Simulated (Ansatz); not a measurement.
# SiC (Moissanite 3C, F-43m): lattice thermal conductivity, part 3 of 3

Wanted: κ(T), lifetimes and mean free paths for SiC (Moissanite 3C).

Measurements to reproduce:
- thermal conductivity 360 W/m/K near room temperature (given in “Combining the AFLOW GIBBS and Elastic Libraries to efficiently and robustly screen thermo-mechanical properties of solids”, 2017, arXiv:1611.05714)

Ansatz 0.2.0; DFT LDA, scalar-relativistic, plane waves, PAW; PAW set soft_1.

So far, κ at 300 K (relaxation time) (W/m/K): step 5 (third-order constants on small settings) 900. The relaxed cell has a = 4.329 Å (conventional setting).

## 6. Anharmonic force constants and conductivity, pair cutoff 3.211 Å, distances inside cutoff 2

Pairs of atoms inside the cutoff are displaced in a supercell, the forces give the cubic constants, and these give the three-phonon rates of the Boltzmann equation.

The input, input.yaml:

```yaml
crystal:
  lattice:
    - [0.0, 2.1645341528, 2.1645341528]
    - [2.1645341528, 0.0, 2.1645341528]
    - [2.1645341528, 2.1645341528, 0.0]
  atoms:
    - { symbol: Si, position: [0.0, 0.0, 0.0] }
    - { symbol: C, position: [0.25, 0.25, 0.25] }
kpoints:
  mp_grid: { grid: [12, 12, 12] }
hamiltonian:
  xc: lda
  pseudopotentials: { kind: paw, azcp: { folder: soft_1 }, xc_functional: pbe }
scf:
  occupations: { method: fixed }
  lower_state_search: "off"
output:
  eigenvalues: true
phonons:
  method: fd
  dielectric: true
  qmesh: [6, 6, 6]
  temperatures: { t_max: 1000, t_step: 50 }
  qpath:
    path:
      - [[0.0, 0.0, 0.0], [0.5, 0.0, 0.5], [0.5, 0.25, 0.75], [0.375, 0.375, 0.75], [0.0, 0.0, 0.0], [0.5, 0.5, 0.5], [0.625, 0.25, 0.625], [0.5, 0.25, 0.75], [0.5, 0.5, 0.5], [0.375, 0.375, 0.75]]
      - [[0.625, 0.25, 0.625], [0.5, 0.0, 0.5]]
    npoints: 10
  third_order: { supercell: [3, 3, 3], pair_cutoff: 3.211 }
  lattice_thermal_conductivity:
    qmesh: [25, 25, 25]
    temperatures: [100.0, 150.0, 200.0, 300.0, 400.0, 500.0, 600.0, 800.0]
    isotope_mass_variance:
      - { species: C, variance: 7.387e-05 }
      - { species: Si, variance: 0.0002007 }
    solution: relaxation_time
```

The run is started by

```sh
$ ansatz run input.yaml --threads 18 --pin off --max-ram 92160MiB --backend cuda --events-out ev --progress --plain --runs-dir out --max-vram 78GiB
```

Numbers of over 12 decimals in the logs are rounded to 6 here.

Output:

```text
[...]
Crystal: 12 atoms, lattice volume = 121.696 Å³
Basis set: ecut = 420 eV, 2409 PW (Γ), FFT grids on a1, a1+a2, 2a1+a3
Bands: 36, of which v1, the nominal top of the filled ones, is band 24 counted from 1 (23 counted from 0)
Symmetry: 12 space group operations
k-points: 94 of 288 (time reversal used)
[...]
SCF iter   1: F=—  HF=-5113.230768 eV  |F-HF|=—  |Δ(HF+E_count)|=         —  Δρ=1.19e-7  dr2=1.18e-11  ethr=1.30e-12  ⟨swp⟩=3.0  Hψ=9396  notcnv=0
[...]
SCF iter   2: F=-5113.230768 eV  HF=-5113.230768 eV  |F-HF|=9.09e-13  |Δ(HF+E_count)|=  2.73e-12  Δρ=6.30e-8  dr2=3.24e-12  ethr=1.00e-12  ⟨swp⟩=3.7  Hψ=8573  notcnv=0
SCF 1 converged in 2 iterations: F = -5113.230768 eV  dr2 = 3.24e-12
[...]
Crystal: 2 atoms, lattice volume = 20.283 Å³
Basis set: ecut = 420 eV, 411 PW (Γ), exchange–correlation on 48×48×48 points (8 copies of the dense FFT grid, shifted against one another)
Bands: 8, of which v1, the nominal top of the filled ones, is band 4 counted from 1 (3 counted from 0)
Symmetry: 24 space group operations
k-points: 280 of 1728 (irreducible under 4 space group operations, time reversal used)
[...]
SCF 2 converged in 3 iterations: F = -852.205129 eV  dr2 = 1.78e-12
[...]
SCF 167 converged in 8 iterations: F = -23009.515367 eV  dr2 = 4.86e-11
SCF converged after 2 iterations
[...]
supercell 9 (6 cells, vectors [1, 0, 0], [0, 1, -1], [0, 0, 6] in multiples of the cell's): 2 displaced members by 0.0025 Å; free energy -5113.230769 eV; taken off its force constants: by the sum rule 2.3e-4, by the symmetrisation 2.8e-4 eV/Å²; Γ matrix within 1.6e-4 eV/Å² of supercell 1's
[...]
q = [0.0000, 0.0000, 0.0000] (star 1, supercell 1; hermiticity 1.39e-16, symmetrization 1.28e-6): -0.00 0.00 0.00 797.81 797.81 797.81
[...]
joined force constants: q→R imaginary residual 3.61e-19
[...]
T (K)   relaxation time
      100.00         3533.2628
      150.00         1726.2933
      200.00         1023.1210
      300.00          519.8589
      400.00          343.3611
      500.00          257.4502
      600.00          206.9214
      800.00          149.7859
```

Run time: 3.5 min. Hardware: 1 × NVIDIA GB200 with 18 threads of Arm Neoverse V2, shared host; peak memory 1.5 GiB; 33 min of CPU time.

Numbers from this step:

| Property | Result |
| --- | --- |
| zero-point energy | 0.2225 eV/cell |
| Debye temperature from the second moment | 1190 K |
| κ at 300 K (relaxation time) | 519.9 W/m/K |
| mean free path at half of κ | 837 nm |
| third-order blocks | 266 |
| periodic aliases dropped | 24 |
| largest relative sum-rule correction | 0.1858 |
| displaced cells, third order | 92 |

LO-TO term included. The phonon branches at the labelled points (cm⁻¹):

| point | branch 1 | branch 2 | branch 3 | branch 4 | branch 5 | branch 6 |
| --- | --- | --- | --- | --- | --- | --- |
| Γ | 0 | 0 | 0 | 798 | 798 | 974 |
| halfway | 276 | 276 | 401 | 782 | 782 | 932 |
| X | 365 | 365 | 635 | 767 | 767 | 830 |
| halfway | 384 | 404 | 596 | 755 | 773 | 846 |
| W | 402 | 462 | 538 | 744 | 779 | 860 |
| halfway | 378 | 452 | 556 | 750 | 775 | 857 |
| K | 349 | 451 | 570 | 760 | 764 | 854 |
| halfway | 233 | 319 | 417 | 774 | 793 | 913 |
| Γ | 0 | 0 | 0 | 798 | 798 | 974 |
| halfway | 198 | 198 | 405 | 784 | 784 | 926 |
| L | 260 | 260 | 616 | 772 | 772 | 840 |
| halfway | 307 | 377 | 568 | 766 | 778 | 856 |
| U | 349 | 451 | 570 | 760 | 764 | 854 |
| halfway | 378 | 452 | 556 | 750 | 775 | 857 |
| W | 402 | 462 | 538 | 744 | 779 | 860 |
| halfway | 329 | 393 | 559 | 765 | 776 | 858 |
| L | 260 | 260 | 616 | 772 | 772 | 840 |
| halfway | 307 | 377 | 568 | 766 | 778 | 856 |
| K | 349 | 451 | 570 | 760 | 764 | 854 |
| jump to U | 349 | 451 | 570 | 760 | 764 | 854 |
| halfway | 361 | 398 | 615 | 764 | 766 | 839 |
| X | 365 | 365 | 635 | 767 | 767 | 830 |

The phonon branches as a text plot (rows in cm⁻¹):

```
    953 |****                  *******
    913 |    **             ***       *
    872 |      *     *******           **   **********     ***
    832 |       *****                    ***          *****   ***
    791 |*******   *****   ******************   ************
    750 |       *************              ************   *******
    710 |
    669 |
    629 |       ****                      *             *      **
    588 |           *    *              ** **  *      ** ***  *
    548 |      *     **** *            *     ** ******      **
    507 |                  *
    466 |     *      ****** *                 ******         *
    426 |           *      * *               *      *       * *
    385 |    *    ******    *         *     *   ******     *   **
    345 |   *  ***      ***   *      *       ***     **   * *****
    304 |     *            * * *           **         ** ***
    264 |  * *              * *     *   ****           ***
    223 |   *                * *       *
    183 | **                  * *    **
    142 | *                    **   *
    101 |*                      ** *
     61 |*                       * *
     20 |                         *
         Γ       X    W  K        Γ      L     U  W     L   K|U X
```

Table of lattice thermal conductivity, RTA xx by temperature:

| temperature (K) | lattice thermal conductivity, RTA xx (W/m/K) |
| --- | --- |
| 100 | 3533 |
| 150 | 1726 |
| 200 | 1023 |
| 300 | 520 |
| 400 | 343 |
| 500 | 258 |
| 600 | 207 |
| 800 | 150 |

The modes has structure finer than the step of the table below, so its rows give means over 25 cm⁻¹, whole bins alone (the curve runs from -10 to 1011 cm⁻¹). Peaks (cm⁻¹: height): C 773.3: 0.0519, 863.1: 0.0207; Si 356.0: 0.0110, 542.1: 0.0105, 773.3: 0.0117, 863.1: 0.00223.

Phonopy on the run's constants, 21x21x21 mesh, Gaussian sigma 7.3 cm⁻¹. Modes against wavenumber; means over each step; values in 1/cm⁻¹/cell:

| wavenumber (cm⁻¹) | C | Si |
| --- | --- | --- |
| 25 | 3.4e-6 | 1.2e-5 |
| 50 | 3.0e-5 | 7.3e-5 |
| 75 | 6.1e-5 | 1.5e-4 |
| 100 | 1.2e-4 | 2.9e-4 |
| 125 | 2.0e-4 | 4.9e-4 |
| 150 | 2.8e-4 | 7.1e-4 |
| 175 | 4.2e-4 | 0.00109 |
| 200 | 6.2e-4 | 0.00167 |
| 225 | 9.0e-4 | 0.00255 |
| 250 | 0.00146 | 0.00437 |
| 275 | 0.00194 | 0.00619 |
| 300 | 0.00208 | 0.00727 |
| 325 | 0.00222 | 0.00870 |
| 350 | 0.00232 | 0.0104 |
| 375 | 0.00172 | 0.00889 |
| 400 | 0.00116 | 0.00633 |
| 425 | 0.00100 | 0.00576 |
| 450 | 9.0e-4 | 0.00547 |
| 475 | 5.6e-4 | 0.00263 |
| 500 | 5.9e-4 | 0.00305 |
| 525 | 7.0e-4 | 0.00631 |
| 550 | 6.1e-4 | 0.00950 |
| 575 | 2.6e-4 | 0.00489 |
| 600 | 7.7e-5 | 0.00231 |
| 625 | 1.2e-5 | 6.4e-4 |
| 650 | 0 | 2.9e-5 |
| 675 | 0 | 0 |
| 700 | 0 | 0 |
| 725 | 2.1e-4 | 1.0e-5 |
| 750 | 0.0115 | 0.00189 |
| 775 | 0.0433 | 0.00996 |
| 800 | 0.0102 | 0.00291 |
| 825 | 8.0e-4 | 4.5e-5 |
| 850 | 0.0129 | 0.00118 |
| 875 | 0.0117 | 0.00156 |
| 900 | 0.00439 | 0.00103 |
| 925 | 0.00282 | 8.8e-4 |
| 950 | 0.00166 | 6.2e-4 |
| 975 | 3.5e-4 | 1.5e-4 |

Distinct triplets, nearest first. Third order norms, by row:

| sites | side 1 (Å) | side 2 (Å) | side 3 (Å) | norm of the 27 components (eV/Å³) |
| --- | --- | --- | --- | --- |
| Si-Si-Si | 0 | 0 | 0 | 153.8 |
| C-C-C | 0 | 0 | 0 | 174.6 |
| Si-C-C | 0 | 1.87 | 1.87 | 72.47 |
| Si-C-Si | 0 | 1.87 | 1.87 | 71.09 |
| Si-Si-C | 1.87 | 1.87 | 3.06 | 2.008 |
| Si-C-C | 1.87 | 1.87 | 3.06 | 1.26 |
| Si-Si-Si | 0 | 3.06 | 3.06 | 3.448 |
| Si-Si-Si | 3.06 | 3.06 | 3.06 | 0.993 |
| Si-Si-Si | 3.06 | 3.06 | 3.06 | 0.285 |
| C-C-C | 0 | 3.06 | 3.06 | 2.851 |
| C-C-C | 3.06 | 3.06 | 3.06 | 0.386 |
| C-C-C | 3.06 | 3.06 | 3.06 | 0.377 |

Born charge (rows field, columns displacement) (e), principal values of the symmetric part by kind of site:

| atom | atoms with these values | low | middle | high | mean |
| --- | --- | --- | --- | --- | --- |
| Si1 | 1 | 2.73 | 2.73 | 2.73 | 2.73 |
| C2 | 1 | -2.73 | -2.73 | -2.73 | -2.73 |

In full for Si1:

```
2.73 0.00 0.00
0.00 2.73 0.00
0.00 0.00 2.73
```

RTA, 300 K. Kappa by branch, by row:

| branch (by rank) | mean frequency (THz) | mean rms speed (km/s) | median lifetime (ps) | share of kappa |
| --- | --- | --- | --- | --- |
| 1 | 9.05 | 3.73 | 23.4 | 0.427 |
| 2 | 10.58 | 5.13 | 13.9 | 0.331 |
| 3 | 15.15 | 5.09 | 5.06 | 0.24 |
| 4 | 23.07 | 0.68 | 2.09 | 0 |
| 5 | 23.39 | 0.6 | 2.02 | 0 |
| 6 | 26.35 | 1.7 | 2.34 | 0.001 |

Table of spectral kappa at 300 K, relaxation time (W/m/K/THz) by frequency; read off at these points:

frequency (THz), spectral kappa at 300 K, relaxation time (W/m/K/THz) and a bar:
```
      0.2          0 
      1.2         60 ##################
      2.2        102 ##############################
      3.2         43 #############
      4.2         76 ######################
      5.2         47 ##############
      5.8         62 ##################
      6.2         37 ###########
      7.2         31 #########
      8.2         57 #################
      9.2         39 ############
     10.2         27 ########
     11.2         18 #####
     12.2         10 ###
     13.2          5 ##
     14.2          3 #
     15.2          3 #
     16.2          3 #
     17.2          2 #
     18.2          0 
     19.2          0 
     20.2          0 
     21.2          0 
     22.2          0 
     23.2          0 
     24.2          0 
     25.2          0 
     26.2          0 
     27.2          0 
     28.2          0 
     29.2          0
```

Relaxation-time solution. The share of κ carried by shorter paths by mean free path:

| mean free path (nm) | 100 K | 300 K | 800 K |
| --- | --- | --- | --- |
| 1.47 | 0 | 0 | 0.001 |
| 2.15 | 0 | 0 | 0.003 |
| 3.16 | 0 | 0 | 0.005 |
| 4.64 | 0 | 0.001 | 0.01 |
| 6.81 | 0 | 0.001 | 0.018 |
| 10 | 0 | 0.002 | 0.043 |
| 14.7 | 0 | 0.003 | 0.087 |
| 21.5 | 0 | 0.007 | 0.122 |
| 31.6 | 0 | 0.019 | 0.192 |
| 46.4 | 0 | 0.047 | 0.297 |
| 68.1 | 0 | 0.078 | 0.395 |
| 100 | 0 | 0.124 | 0.467 |
| 147 | 0.001 | 0.206 | 0.517 |
| 215 | 0.004 | 0.306 | 0.582 |
| 316 | 0.01 | 0.375 | 0.671 |
| 464 | 0.019 | 0.426 | 0.76 |
| 681 | 0.03 | 0.471 | 0.808 |
| 1000 | 0.04 | 0.541 | 0.815 |
| 1470 | 0.053 | 0.663 | 0.828 |
| 2150 | 0.069 | 0.754 | 0.84 |
| 3160 | 0.091 | 0.805 | 0.84 |
| 4640 | 0.12 | 0.822 | 0.868 |
| 6810 | 0.166 | 0.833 | 0.978 |
| 10000 | 0.22 | 0.853 | 1 |
| 14700 | 0.311 | 0.853 | 1 |
| 21500 | 0.408 | 0.981 | 1 |
| 31600 | 0.534 | 1 | 1 |
| 46400 | 0.581 | 1 | 1 |
| 68100 | 0.707 | 1 | 1 |
| 1.0e5 | 0.744 | 1 | 1 |
| 1.5e5 | 0.827 | 1 | 1 |
| 2.2e5 | 0.971 | 1 | 1 |
| 3.2e5 | 1 | 1 | 1 |

300 K; a sample spread over frequency. Mode lifetimes, by row, the first 40 of 90 rows:

| q1 | q2 | q3 | branch | frequency (THz) | rms speed (km/s) | three-phonon rate (1/ps) | isotope rate (1/ps) | lifetime (ps) | mean free path (nm) |
| --- | --- | --- | --- | --- | --- | --- | --- | --- | --- |
| 0 | 0 | 0.04 | 1 | 1.114 | 7.63 | 4.46e-4 | 4.07e-7 | 2240 | 17100 |
| 0 | 0.08 | -0.12 | 1 | 3.993 | 5.78 | 0.00301 | 1.42e-4 | 318 | 1840 |
| 0 | 0.08 | 0.2 | 1 | 5.217 | 7.26 | 0.00845 | 4.86e-4 | 112 | 812 |
| 0 | 0.12 | 0.12 | 3 | 6.088 | 10.54 | 0.00435 | 0.00104 | 186 | 1960 |
| 0.04 | 0.12 | 0.16 | 3 | 6.665 | 10.67 | 0.018 | 0.00174 | 50.7 | 541 |
| 0.04 | 0.08 | 0.32 | 2 | 7.15 | 5.99 | 0.0374 | 0.00281 | 24.9 | 149 |
| 0 | 0.08 | 0.36 | 1 | 7.471 | 3.34 | 0.0254 | 0.00384 | 34.2 | 114 |
| 0 | 0.04 | -0.44 | 1 | 7.773 | 1.35 | 0.0108 | 0.00552 | 61.4 | 83 |
| 0 | 0.04 | -0.48 | 2 | 8.013 | 3.02 | 0.0113 | 0.00666 | 55.6 | 168 |
| 0.04 | 0.16 | -0.32 | 1 | 8.26 | 3.7 | 0.0122 | 0.00753 | 50.6 | 187 |
| 0.08 | 0.24 | 0.36 | 1 | 8.459 | 5.4 | 0.0242 | 0.00829 | 30.8 | 166 |
| 0 | 0.2 | -0.32 | 1 | 8.742 | 3.25 | 0.0137 | 0.00929 | 43.4 | 141 |
| 0.08 | 0.2 | -0.32 | 1 | 8.942 | 4.12 | 0.0187 | 0.0102 | 34.6 | 143 |
| 0.08 | 0.2 | -0.16 | 2 | 9.179 | 6.33 | 0.0372 | 0.0115 | 20.5 | 130 |
| 0.04 | 0.24 | 0.44 | 1 | 9.364 | 3.69 | 0.039 | 0.0124 | 19.4 | 71.6 |
| 0 | 0.16 | 0.4 | 2 | 9.613 | 6.7 | 0.0278 | 0.0139 | 24 | 161 |
| 0.04 | 0.16 | 0.48 | 2 | 9.806 | 6.62 | 0.0286 | 0.0151 | 22.9 | 151 |
| 0.04 | 0.16 | -0.48 | 2 | 10.01 | 6.64 | 0.0302 | 0.0165 | 21.4 | 142 |
| 0.12 | 0.28 | -0.44 | 1 | 10.14 | 3.94 | 0.0411 | 0.0181 | 16.9 | 66.6 |
| 0.04 | 0.28 | 0.4 | 2 | 10.33 | 4.74 | 0.053 | 0.0199 | 13.7 | 65 |
| 0.12 | 0.24 | 0.44 | 2 | 10.53 | 5.83 | 0.0493 | 0.0216 | 14.1 | 82.3 |
| 0.08 | 0.2 | -0.32 | 2 | 10.67 | 6.69 | 0.0431 | 0.0227 | 15.2 | 102 |
| 0.04 | 0.4 | -0.44 | 1 | 10.78 | 1.91 | 0.0558 | 0.0247 | 12.4 | 23.7 |
| 0.12 | 0.36 | -0.36 | 1 | 10.97 | 3.51 | 0.0484 | 0.0243 | 13.8 | 48.3 |
| 0 | 0.2 | -0.28 | 2 | 11.17 | 6.72 | 0.0566 | 0.021 | 12.9 | 86.6 |
| 0.08 | 0.2 | -0.12 | 3 | 11.39 | 7.65 | 0.1 | 0.0178 | 8.46 | 64.7 |
| 0 | 0.24 | 0.24 | 3 | 11.6 | 9.31 | 0.0832 | 0.0167 | 10 | 93.2 |
| 0.12 | 0.36 | -0.48 | 2 | 11.83 | 4.33 | 0.0753 | 0.018 | 10.7 | 46.4 |
| 0 | 0.24 | -0.48 | 2 | 12.19 | 5.21 | 0.081 | 0.0157 | 10.3 | 53.9 |
| 0 | 0.24 | 0.28 | 3 | 12.48 | 8.86 | 0.162 | 0.015 | 5.66 | 50.1 |
| 0.08 | 0.2 | 0.36 | 3 | 12.84 | 7.27 | 0.19 | 0.0165 | 4.85 | 35.2 |
| 0.08 | 0.24 | -0.16 | 3 | 13.13 | 5.91 | 0.204 | 0.018 | 4.5 | 26.6 |
| 0.04 | 0.4 | -0.36 | 2 | 13.43 | 3.13 | 0.119 | 0.0228 | 7.06 | 22.1 |
| 0.04 | 0.24 | -0.2 | 3 | 13.77 | 5.09 | 0.209 | 0.0232 | 4.3 | 21.9 |
| 0.04 | 0.2 | 0.4 | 3 | 14.38 | 6.28 | 0.185 | 0.00782 | 5.18 | 32.6 |
| 0 | 0.08 | 0.36 | 3 | 15.07 | 8.04 | 0.177 | 0.013 | 5.26 | 42.3 |
| 0.16 | 0.36 | -0.48 | 3 | 15.6 | 4.14 | 0.199 | 0.0214 | 4.54 | 18.8 |
| 0.04 | 0.28 | -0.32 | 3 | 15.91 | 3.31 | 0.203 | 0.0362 | 4.18 | 13.8 |
| 0.24 | 0.48 | -0.28 | 3 | 16.14 | 0.93 | 0.232 | 0.0729 | 3.28 | 3.04 |
| 0.04 | 0.24 | -0.48 | 3 | 16.35 | 2.87 | 0.163 | 0.0629 | 4.42 | 12.7 |

Without the LO-TO term. Gamma linewidths, by row:

| branch | frequency (cm⁻¹) | three-phonon rate (1/ps) | isotope rate (1/ps) | FWHM (cm⁻¹) |
| --- | --- | --- | --- | --- |
| 4 | 797.8 | 0.363 | 8.12e-28 | 1.93 |
| 5 | 797.8 | 0.363 | 8.12e-28 | 1.93 |
| 6 | 797.8 | 0.363 | 8.12e-28 | 1.93 |

W/m/K, third of the trace; RTA populations with a boundary rate v/L added to each mode (Matthiessen's rule). Kappa by grain size, by row:

| T (K) | bulk | 10 nm | 30 nm | 100 nm | 300 nm | 1000 nm | 10000 nm | 100000 nm |
| --- | --- | --- | --- | --- | --- | --- | --- | --- |
| 100 | 3533 | 6.115 | 17.61 | 52.59 | 128.9 | 302.9 | 1128 | 2498 |
| 300 | 519.8 | 21.19 | 51.11 | 112.1 | 190.8 | 286.7 | 434.5 | 503.6 |
| 600 | 206.8 | 21.76 | 44.6 | 79.81 | 114.5 | 147.4 | 187.8 | 203.9 |

W/m/K, third of the trace; RTA populations with the isotope rates scaled. Kappa by mass disorder, by row:

| T (K) | no isotopes | as typed | variance x 3 | variance x 10 | variance x 30 |
| --- | --- | --- | --- | --- | --- |
| 100 | 7305 | 3533 | 2372 | 1328 | 700.1 |
| 300 | 595.2 | 519.8 | 441.2 | 331.7 | 232.3 |
| 600 | 218.1 | 206.8 | 190 | 157.3 | 120 |

At 300 K the relaxation-time value is 520 W/(m K).

## 7. The ladder

Ladder, by row:

| cells or q mesh | k mesh | pair cutoff | atoms in the supercell | q-mesh of the transport sums | κ at 300 K (relaxation time) (W/m/K) | κ at 300 K (full solution) (W/m/K) | core-minutes |
| --- | --- | --- | --- | --- | --- | --- | --- |
| 3x3x3 | 12x12x12 | 2.025 | 54 | 15×15×15 | 900.5 | 901.3 | 7.8 |
| 6x6x6 | 12x12x12 | 3.211 | 54 | 25×25×25 | 519.9 | - | 33.1 |

## 8. Results

```
highest frequency                          : 973.5 cm⁻¹
Debye temperature from the second moment   : 1190 K
κ at 300 K (relaxation time)               : 519.9 W/m/K
mean free path at half of κ                : 837 nm
share of κ above the three lowest branches : 0.001
```

What this shows: The lattice of SiC (Moissanite 3C) conducts 520 W/(m K) at 300 K by LDA (mean over directions, relaxation-time solution). Above 300 K the relaxation-time κ falls as T^-1.27. Grains of 100 nm would keep 22 % of the bulk value at 300 K, and grains of 1 µm 55 %. Removing the natural isotope disorder raises κ at 300 K by 15 %. The first rung (54 atoms, cutoff 2.02 Å) gave 900 W/(m K) by relaxation time for 0.23 times the cost of the last; short cutoffs miss scattering channels and can err either way, and the meshes changed too. A measured thermal conductivity near room temperature is 360 W/m/K (arXiv:1611.05714); the calculated 520 W/m/K differs by +44 %. Four-phonon, defect and boundary scattering, which are left out, would lower the calculated value; thermal expansion is left out too. The last run computed the relaxation-time solution alone; it counts normal processes as resistive, so the full solution usually lies higher, most of all in good conductors. The sum rules changed one orbit of cubic constants by up to 19 %; by the manual a large change points to a short cutoff or, on a small and distant orbit, to noisy forces. The conductivities include the coherence part between close branches; the shares for grains, isotopes, branches and paths are of the relaxation-time populations alone. Cubic couplings among atoms farther apart than the pair cutoff are dropped, and neither the cutoff nor the q-mesh was shown to be converged here. The interpolation has no quadrupole term, so branches near the zone centre are less sure, since this crystal has sites that are not centres of inversion. The PAW files were made for PBE and are used here under another functional, for which the program regenerates the frozen cores.

[Logs are printed without paths, hosts, clocks, repeated set-up lines and the standing remarks that a program may print on its own settings, such as how far it seeks lower states.]

[Hosts, paths, dates, database ids (printed as entryN), source tags and the programs' standing remarks are cut or masked in the printed files.]

[A step with changed settings may run another functional than the one named; its input shows which.]
